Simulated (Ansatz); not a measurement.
# A frame of liquid K2CO3 from 1190 K (108 atoms): geometry optimisation

Wanted: the relaxed structure of a frame of liquid K2CO3 from 1190 K (108 atoms) and its electronic structure.

Calculated with Ansatz 0.2.0; Kohn-Sham DFT, PBEsol, PAW (set soft_2), plane waves.

## 1. Set-up

The cell holds 108 atoms: 18 C, 54 O and 36 K. Cell: a = 12.955 Å, b = 12.955 Å, c = 12.955 Å, α = 90.0°, β = 90.0°, γ = 90.0°. 36 K+, 18 CO3 2- placed at random, at 1.9 g/cm³; overlaps pushed apart, then 10 ps at 1590 K with harmonic planar carbonate ions with charges +1 on C and -1 on O; Joung-Cheatham ions (J. Phys. Chem. B 112, 9020 (2008)); charges of ions scaled by 0.8. Snapshot after 20 ps at 1190 K and fixed volume. The starting density is a measured one.

What the set-up can't give: The starting topology of bonds comes from the classical model. Only the Γ point is sampled, in a cell whose shortest periodic width is 13 Å.

## 2. Single point at the start

The forces at the start show how far the geometry lies from a minimum of this functional.

input.yaml

```yaml
crystal:
  lattice:
    - [12.95478, 0.0, 0.0]
    - [0.0, 12.95478, 0.0]
    - [0.0, 0.0, 12.95478]
  atoms:
    - { symbol: C, position: [0.11771, 0.62179, 0.88285] }
    - { symbol: O, position: [0.10329, 0.61632, 0.78582] }
    - { symbol: O, position: [0.18994, 0.58325, 0.92346] }
    - { symbol: O, position: [0.03535, 0.6168, 0.93196] }
    [... 98 atom lines left out ...]
    - { symbol: K, position: [0.05275, 0.58377, 0.13244] }
    - { symbol: K, position: [0.62466, 0.38229, 0.25384] }
    - { symbol: K, position: [0.91889, 0.34669, 0.43949] }
    - { symbol: K, position: [0.9011, 0.63359, 0.7653] }
    - { symbol: K, position: [0.83964, 0.58056, 0.36546] }
    - { symbol: K, position: [0.06395, 0.93476, 0.48037] }
kpoints:
  mp_grid: { grid: [1, 1, 1] }
hamiltonian:
  xc: pbesol
scf:
  occupations: { method: fixed }
output:
  forces: true
  stress: true
  populations: true
  dos:
    method: { smearing: { sigma: 0.08 } }
    de: 0.1
    projected: { site_lists: { C: [C], K: [K], O: [O] } }
  eigenvalues: true
```

Command:

```bash
ansatz run input.yaml --threads 4 --pin off --max-ram 8192MiB --backend cpu --events-out ev --progress --plain --runs-dir out
```

Wall time 50 s (4 threads of Intel Xeon Platinum 8175M at 2.50GHz (Skylake/Cascade Lake), shared host); peak memory 3 GiB.

Read from the output:

| Quantity | Value |
| --- | --- |
| free energy | -89330.8190 eV |
| free energy per atom | -827.1372 eV/atom |
| SCF cycles | 11 |
| pressure | 2.348 GPa |
| r.m.s. force component | 2.399 eV/Å |
| longest force | 12.29 eV/Å |
| Fermi energy | 3.573 eV |
| gap (highest filled to lowest empty level) | 1.379 eV |
| spilling of the projection | 0.008686 |

The r.m.s. force component of 2.4 eV/Å and the pressure of 2.3 GPa set the starting point.

Neighbours are counted within 3.58 Å (O-K), 1.73 Å (O-C).

Length of the force by element and coordination:

```csv
element,coordination,atoms,mean length of the force (eV/Å),spread,least,most
C,all,18,4.87,1.92,0.733,8.42
K,all,36,0.6,0.273,0.228,1.23
K,5,6,0.555,0.250,0.232,1.04
K,6,18,0.625,0.307,0.228,1.16
K,7,7,0.545,0.0949,0.416,0.662
K,8,3,0.699,0.393,0.294,1.23
K,10,2,0.554,0.0329,0.522,0.587
O,all,54,4.04,2.97,0.468,12.3
O,3,1,9.18,0,9.18,9.18
O,4,7,2.55,1.57,0.676,5.97
O,5,26,4.31,3.01,0.628,12.3
O,6,16,4.08,3.07,0.987,11.4
O,7,4,3.36,2.51,0.468,7.28
```

## 3. Relaxation

The atoms are relaxed in the fixed cell, aiming at the force tolerance of the input.

input.yaml, the sections that differ from step 2:

```yaml
output:
  forces: true
relax:
  f_tol: 0.03
  max_steps: 200
# crystal, kpoints, hamiltonian, scf: as in step 2
```

Run time: 23 min. Hardware: 4 threads; peak memory 2.7 GiB; 85 min of CPU time.

Step by step (22 of 70):

```csv
step,energy less that of the first step (eV),largest force component (eV/Å)
1,0.0000,9.9544
4,-17.6896,2.0734
8,-21.9198,0.7495
11,-22.9811,0.5671
14,-23.3489,0.5391
17,-23.6214,0.8931
21,-23.9860,0.4947
24,-24.1878,0.4710
27,-24.4076,0.4698
31,-24.7422,0.3039
34,-24.8272,0.3743
37,-24.9184,0.6985
40,-25.0437,0.5744
44,-25.1425,0.1901
47,-25.1610,0.0660
50,-25.1635,0.0404
54,-25.1660,0.0452
57,-25.1681,0.0605
60,-25.1707,0.0570
63,-25.1757,0.2707
67,-25.2155,0.0581
70,-25.2226,0.0141
```

Relaxation steps 13, 20, 46, 48 were tried and not accepted.

The atoms that moved most (Å):

```csv
atom,dx,dy,dz,length
K106,-0.270,-0.602,2.126,2.226
O70,-0.987,-1.431,0.700,1.874
O3,0.061,-0.404,-1.772,1.818
O62,-0.538,-0.662,1.482,1.709
K75,-0.674,1.536,-0.286,1.701
K88,-0.184,0.561,-1.587,1.693
K94,0.721,-0.720,1.333,1.678
K79,-0.511,-1.438,0.449,1.591
```

The relaxation changed the energy by -234 meV/atom, and atoms moved by 1.0 Å r.m.s., 2.2 Å at most.

## 4. Local order after relaxation

Bonds before and after, by the cutoffs listed below:

```csv
pair,bonds before,bonds after,mean before (Å),mean after (Å),spread before (Å),spread after (Å)
O-K,198,204,2.931,2.791,0.237,0.166
O-C,54,54,1.274,1.299,0.057,0.006
```

Density 1.9 g/cm³, 20.13 Å³ an atom.

Pair distribution functions g(r), in bins of 0.2 Å:

```csv
r (Å),total,O-O,O-K,O-C,K-K,K-C,C-C
1.20,3.01,0.00,0.00,18.05,0.00,0.00,0.00
1.40,1.77,0.00,0.00,10.65,0.00,0.00,0.00
1.60,0.00,0.00,0.00,0.00,0.00,0.00,0.00
1.80,0.00,0.00,0.00,0.00,0.00,0.00,0.00
2.00,0.00,0.00,0.00,0.00,0.00,0.00,0.00
2.20,1.58,6.35,0.00,0.00,0.00,0.00,0.00
2.40,0.00,0.00,0.00,0.00,0.00,0.00,0.00
2.60,1.38,0.00,4.15,0.00,0.00,0.00,0.00
2.80,1.91,0.00,5.54,0.00,0.00,0.50,0.00
3.00,0.92,0.00,1.51,0.00,0.00,3.78,0.00
3.20,0.76,0.11,0.47,0.17,0.25,4.63,0.00
3.40,0.59,0.62,0.34,0.23,0.69,1.88,0.00
3.60,0.68,0.68,0.34,0.20,1.94,1.33,0.00
3.80,1.13,1.43,0.40,0.36,1.96,3.17,0.37
4.00,0.91,0.89,0.72,0.39,2.34,0.92,0.65
4.20,0.94,0.77,1.19,0.86,1.51,0.15,0.90
4.40,1.15,1.10,1.41,1.46,1.11,0.28,0.56
4.60,0.99,0.95,1.05,1.60,1.08,0.07,0.50
4.80,0.92,1.19,0.75,1.52,0.81,0.06,0.70
5.00,1.03,1.38,0.67,1.67,0.64,0.43,2.33
5.20,0.96,1.36,0.71,1.19,0.79,0.45,1.55
5.40,0.97,1.20,0.64,1.52,0.78,0.64,1.65
5.60,0.95,1.23,0.73,1.05,1.15,0.42,1.88
5.80,1.07,0.90,1.00,1.48,0.91,0.87,2.56
6.00,1.25,1.17,1.36,1.20,1.11,1.23,1.79
6.20,1.13,1.05,1.22,1.07,1.01,1.32,0.97
6.40,0.93,0.88,1.02,0.74,0.72,1.30,0.78
```

Bonds by pair of elements; cutoffs follow the first minimum of g(r), held within bounds set by covalent radii, and pairs that aren't listed don't count as bonded:

```csv
pair A-B,cutoff (Å),bonds,mean length (Å),spread (Å),shortest (Å),B about A,A about B
O-K,3.38,204,2.79,0.166,2.55,3.78,5.67
O-C,1.73,54,1.30,0.006,1.28,1,3
```

How many atoms have how many bonded neighbours:

```csv
element,mean,3,4,5,6,7
C,3,18,0,0,0,0
K,5.67,0,1,17,11,7
O,4.78,0,17,32,5,0
```

Bond angles, per cent of each kind in bins of 5°:

```csv
angle (°),O-K-O,K-O-K,C-O-K,O-C-O
40–45,2.7,0.0,0.0,0.0
45–50,10.0,0.0,0.0,0.0
50–55,0.6,0.0,0.0,0.0
55–60,0.0,0.0,0.0,0.0
60–65,0.0,0.0,0.0,0.0
65–70,0.8,0.0,0.5,0.0
70–75,3.3,5.8,2.0,0.0
75–80,4.5,7.5,5.4,0.0
80–85,5.9,11.9,7.8,0.0
85–90,8.4,14.3,11.3,0.0
90–95,7.6,9.9,22.1,0.0
95–100,5.7,8.9,11.3,0.0
100–105,5.7,4.8,3.9,0.0
105–110,4.3,5.1,2.5,0.0
110–115,6.6,1.7,3.4,0.0
115–120,4.9,4.4,2.5,51.9
120–125,4.3,2.4,2.9,48.1
125–130,3.5,1.0,4.4,0.0
130–135,4.5,2.4,2.0,0.0
135–140,4.5,3.1,4.9,0.0
140–145,3.5,1.7,1.5,0.0
145–150,1.4,2.1,1.5,0.0
150–155,2.9,1.4,3.9,0.0
155–160,1.2,3.4,1.0,0.0
160–165,1.4,2.7,1.5,0.0
165–170,0.8,2.1,2.0,0.0
170–175,0.4,3.1,1.5,0.0
175–180,0.4,0.3,0.5,0.0
```

Bond angles (no mean is given where the spread exceeds 20°):

```csv
angle,count,mean (°),spread (°)
O-K-O,488,-,-
K-O-K,293,-,-
C-O-K,204,-,-
O-C-O,54,120,0.7
```

Bond length by coordination (bonds to H left out):

```csv
element,coordination,atoms,mean bond length (Å)
K,4,1,2.71
K,5,17,2.73
K,6,11,2.81
K,7,7,2.87
O,4,17,2.34
O,5,32,2.51
O,6,5,2.63
```

Counting bonds as in the table, all C atoms have 3, 47 % of K atoms have 5 and 59 % of O atoms have 5 bonded neighbours.

## 5. Single point at the relaxed geometry

One more single point at the end of the walk gives the fuller output and checks the residual forces.

input.yaml

```yaml
crystal:
  lattice:
    - [12.95478, 0.0, 0.0]
    - [0.0, 12.95478, 0.0]
    - [0.0, 0.0, 12.95478]
  atoms:
    - { symbol: C, position: [0.10807, 0.56115, 0.83763] }
    - { symbol: O, position: [0.03344, 0.61367, 0.79687] }
    - { symbol: O, position: [0.19466, 0.55204, 0.7867] }
    - { symbol: O, position: [0.0969, 0.5166, 0.92667] }
    [... 98 atom lines left out ...]
    - { symbol: K, position: [0.05963, 0.58675, 0.12777] }
    - { symbol: K, position: [0.59545, 0.39939, 0.21004] }
    - { symbol: K, position: [0.8625, 0.35945, 0.45076] }
    - { symbol: K, position: [0.88023, 0.58715, 0.92942] }
    - { symbol: K, position: [0.8563, 0.56801, 0.31332] }
    - { symbol: K, position: [0.14148, 0.94561, 0.50271] }
kpoints:
  mp_grid: { grid: [1, 1, 1] }
hamiltonian:
  xc: pbesol
scf:
  occupations: { method: fixed }
output:
  forces: true
  stress: true
  populations: true
  dos:
    method: { smearing: { sigma: 0.1 } }
    de: 0.1
    projected: { site_lists: { C: [C], K: [K], O: [O] } }
  eigenvalues: true
  write_density: true
  write_potential: true
  volumetric_format: npy
  elf: true
```

Wall time 48 s (4 threads); peak memory 3 GiB.

The program notes that the exchange-correlation potential is rough where the density is thin.

The run gave:

| Quantity | Value |
| --- | --- |
| free energy | -89356.0416 eV |
| free energy per atom | -827.3708 eV/atom |
| SCF cycles | 10 |
| pressure | -0.8796 GPa |
| r.m.s. force component | 0.00459 eV/Å |
| longest force | 0.01949 eV/Å |
| Fermi energy | 2.423 eV |
| gap (highest filled to lowest empty level) | 3.009 eV |
| spilling of the projection | 0.008133 |

Löwdin charges by element and coordination (they lack the spilled electrons, 0.054 e an atom on average):

```csv
element,coordination,atoms,mean charge (e),spread,least,most
C,all,18,0.634,0.0101,0.621,0.654
K,all,36,0.849,0.0114,0.834,0.883
K,4,1,0.867,0,0.867,0.867
K,5,17,0.855,0.011,0.838,0.883
K,6,11,0.844,0.0062,0.834,0.855
K,7,7,0.839,0.0057,0.834,0.850
O,all,54,-0.669,0.0129,-0.708,-0.626
O,4,17,-0.663,0.0128,-0.679,-0.626
O,5,32,-0.670,0.0119,-0.708,-0.646
O,6,5,-0.682,0.0054,-0.690,-0.676
```

States in the cell by windows of 1 eV, zero at the Fermi level; the larger projections on atomic orbitals stand beside the total:

```csv
from (eV),to (eV),total,O p,K s,C p,O s,K p
-18,-17,0.6,0.0,0.0,0.2,0.4,0.0
-17,-13,0.0,0.0,0.0,0.0,0.0,0.0
-13,-12,175.0,2.2,0.5,0.3,0.3,171.6
-12,-11,41.0,0.4,0.1,0.1,0.1,40.3
-11,-8,0.0,0.0,0.0,0.0,0.0,0.0
-8,-7,35.0,18.9,1.0,0.0,10.5,0.6
-7,-6,1.1,0.6,0.0,0.0,0.3,0.0
-6,-5,108.0,67.8,1.0,25.0,11.3,1.3
-5,-3,0.0,0.0,0.0,0.0,0.0,0.0
-3,-2,10.5,9.7,0.5,0.0,0.0,0.1
-2,-1,133.5,128.4,1.6,0.1,0.1,0.9
-1,0,31.5,30.9,0.0,0.0,0.0,0.1
0,1,4.5,4.4,0.0,0.0,0.0,0.0
1,2,0.0,0.0,0.0,0.0,0.0,0.0
2,3,0.4,0.0,0.4,0.0,0.1,0.0
3,4,6.2,0.2,4.8,0.1,0.5,0.0
4,5,21.1,1.3,13.5,1.4,1.0,0.1
```

With fixed occupations the program's Fermi level is the highest filled level; weight inside the gap is the broadening of levels at its edges.

Between -26 and -18 eV lie 107 more states.

The stored curve holds about 648 of the 720 electrons; the rest, give or take the few that broadening carries across the Fermi level, lie in deeper levels below its range.

The levels nearest the highest filled one (over half full), pooled over k-points and spins:

```csv
level less the highest filled one (eV),occupation
-0.116,2
-0.105,2
-0.0962,2
-0.0876,2
-0.0513,2
0,2
3.01,0
3.81,0
3.88,0
3.95,0
4.17,0
4.25,0
```

Mean Löwdin charges: C +0.63, K +0.85, O -0.67 e (they miss 0.81 % of the electrons, so they add up to more than the cell's charge). The largest share in the top eV of filled states is O p (100 % of the projected weight), and in the lowest eV of empty states K s (86 % of the projected weight).

## 6. Outcome

```
energy change in the relaxation                  : -233.5 meV/atom
r.m.s. displacement                              : 1.032 Å
largest displacement                             : 2.226 Å
free energy per atom                             : -827.3708 eV/atom
pressure                                         : -0.8796 GPa
r.m.s. force component                           : 0.00459 eV/Å
gap (highest filled to lowest empty level) : 3.009 eV
wall time of the 3 DFT runs                      : 24 min
```

What this shows: Relaxation lowers the energy by 234 meV/atom and moves atoms by 1.0 Å r.m.s.; the r.m.s. force component goes from 2.4 to 0.0046 eV/Å, the pressure goes from 2.3 to -0.88 GPa, and the gap from 1.38 to 3.01 eV. By the final cutoffs 51 of 252 bonded pairs parted and 57 joined. From the first step to the last the energy fell by 25.223 eV, and the largest move was 2.23 Å (K106). The O-K bonds change most in mean length: from 2.931 Å (spread 0.237) to 2.791 Å (spread 0.166), and their number from 198 to 204. Counting bonds as in the table, all C atoms have 3, 47 % of K atoms have 5 and 59 % of O atoms have 5 bonded neighbours. The highest filled and lowest empty levels differ by 3.01 eV (at Γ alone); a semilocal functional tends to put such gaps too low. In a disordered cell it changes from sample to sample and from frame to frame.

What to keep in mind: The network of bonds at the start is that of the classical potential that made the cell; in DFT 51 of its 252 bonded pairs passed out of the cutoffs and 57 came within them.

[Logs are printed without paths, hosts, clocks, repeated set-up lines and the standing remarks that a program may print on its own settings, such as how far it seeks lower states.]

[Hosts, paths, dates, database ids (printed as entryN), source tags and the programs' standing remarks are cut or masked in the printed files.]
